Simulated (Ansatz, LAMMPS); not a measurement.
# Amorphous 81SiO2-19TiO2 (mol %) (96 atoms): relaxation and levels of theory

Which bonds does the relaxation leave, and how do the Kohn-Sham gap, forces and pressure change with k-mesh and functional?

Calculated with Ansatz 0.2.0: Kohn-Sham DFT, PBE, PAW (set soft_2), plane waves; cutoff 420 eV, Γ point, fermi-dirac smearing of 0.025 eV.

**The cell**

Density at the start: 2.42 g/cm³. The cell holds 96 atoms: 26 Si, 6 Ti and 64 O. Its edges and angles: a = 11.196 Å, b = 11.196 Å, c = 11.196 Å, α = 90.0°, β = 90.0°, γ = 90.0°. 96 atoms (26 Si, 6 Ti, 64 O) placed at random at 2.42 g/cm³, melted at 5000 K for 10 ps at fixed volume with the Morse and Coulomb pair potential with partial charges (Pedone, Malavasi, Menziani, Cormack and Segre, J. Phys. Chem. B 110, 11780 (2006)). Quenched from 5000 K to 300 K at 50 K/ps and fixed volume, held 5 ps, then minimised at fixed cell.

Cell and atoms were relaxed with PBE. The walk converged after 11 steps by the program's count, with a largest force component of 0.0122 eV/Å; it began at an r.m.s. force component of 0.87 eV/Å. The edges went from 11.196, 11.196, 11.196 to 11.405, 11.661, 11.251 Å, and the volume from 14.617 to 15.532 Å³ an atom (+6.3 %).

The input of the reference single point:

```yaml
crystal:
  lattice:
    - [11.4034, -0.13666, 0.11544]
    - [-0.13666, 11.65205, 0.4442]
    - [0.11544, 0.4442, 11.24182]
  atoms:
    - { symbol: Si, position: [0.28102, 0.6147, 0.77555] }
    - { symbol: Si, position: [0.94251, 0.45047, 0.68494] }
    - { symbol: Si, position: [0.67521, 0.85539, 0.25015] }
    - { symbol: Si, position: [0.74879, 0.2437, 0.70214] }
    [... 90 atom lines left out ...]
    - { symbol: O, position: [0.38911, 0.5907, 0.86672] }
    - { symbol: O, position: [0.02037, 0.31937, 0.41835] }
kpoints:
  mp_grid: { grid: [1, 1, 1] }
hamiltonian:
  xc: pbe
scf:
  occupations: { method: fermi_dirac, width: 0.025 }
output:
  forces: true
  stress: true
  populations: true
  dos:
    method: { smearing: { sigma: 0.08 } }
    de: 0.05
    projected: { site_lists: { O: [O], Si: [Si], Ti: [Ti] } }
  eigenvalues: true
  write_density: true
  write_potential: true
  volumetric_format: npy
```

**Bonds after relaxation**

Bonds by pair of elements; cutoffs follow the first minimum of g(r), held within bounds set by covalent radii, and pairs that aren't listed don't count as bonded:

| pair A-B | cutoff (Å) | bonds | mean length (Å) | spread (Å) | shortest (Å) | B about A | A about B |
| --- | --- | --- | --- | --- | --- | --- | --- |
| O-Si | 2.08 | 104 | 1.64 | 0.013 | 1.6 | 1.62 | 4 |
| O-Ti | 2.64 | 24 | 1.82 | 0.022 | 1.79 | 0.375 | 4 |

How many atoms have how many bonded neighbours:

| element | mean | 2 | 4 |
| --- | --- | --- | --- |
| O | 2 | 64 | 0 |
| Si | 4 | 0 | 26 |
| Ti | 4 | 0 | 6 |

**Levels of theory**

Single points at the relaxed geometry:

| functional | k-mesh | Kohn-Sham gap (eV) | pressure (GPa) | r.m.s. force component (eV/Å) | SCF cycles | time |
| --- | --- | --- | --- | --- | --- | --- |
| PBE | 1×1×1 | 3.676 | 0.00 | 0.004 | 11 | 35 s |
| PBE | 2×2×2 | 3.652 | 0.00 | 0.005 | 11 | 5.3 min |
| HSE06 | 1×1×1 | 5.405 | -4.50 | 0.188 | 22 | 8.4 min |
| r2SCAN | 1×1×1 | 4.081 | -4.07 | 0.155 | 11 | 86 s |
| PBEsol | 1×1×1 | 3.666 | -2.47 | 0.075 | 11 | 32 s |

The gap is that between the highest filled and lowest empty Kohn-Sham level on the run's k-points. Cutoffs: 420 eV for PBE, HSE06 and PBEsol; 500 eV for r2SCAN. Times come from shared hosts and are rough.

**Findings**

By these cutoffs 100 % of O atoms have 2, 100 % of Si atoms have 4 and 100 % of Ti atoms have 4 neighbours. The Kohn-Sham gap is 3.68 eV with PBE on the 1×1×1 mesh and 3.65 eV on 2×2×2. On the 1×1×1 mesh HSE06 changes the gap by +1.73 eV against PBE. Carrying that shift over to the 2×2×2 mesh gives 3.65 + 1.73 = 5.38 eV, an estimate that takes the shift to be alike at all k-points. On the reference's mesh the gap changes with r2SCAN by +0.41 eV and PBEsol by -0.01 eV. Against the reference the pressure changes with HSE06 by -4.5 GPa, r2SCAN by -4.1 GPa and PBEsol by -2.5 GPa; a negative change means a smaller volume than PBE would take. The denser mesh moves the energy by -0.2 meV/atom and the pressure by +0.00 GPa.

Limits: All single points share the geometry relaxed with PBE. The volume changed by +6.3 % on relaxing; in so small a cell, on this mesh and at this cutoff, the relaxed density is rough. One sample; tail or defect levels can set the gap of a disordered cell. The quench rate of 50 K/ps is many orders above laboratory rates, so the cell is likely richer in defects and strain than a real sample. The network of bonds at the start is that of the classical potential that made the cell, and needn't be the one that DFT or experiment would give. In some runs the program notes that the exchange-correlation potential is rough where the density is thin, it cut back its work space to fit the memory limit, the exchange threshold is loose for the stress and the SCF threshold is loose for the stress.

[Logs are printed without paths, hosts, clocks, repeated set-up lines and the standing remarks that a program may print on its own settings, such as how far it seeks lower states.]

[Hosts, paths, dates, database ids (printed as entryN), source tags and the programs' standing remarks are cut or masked in the printed files.]
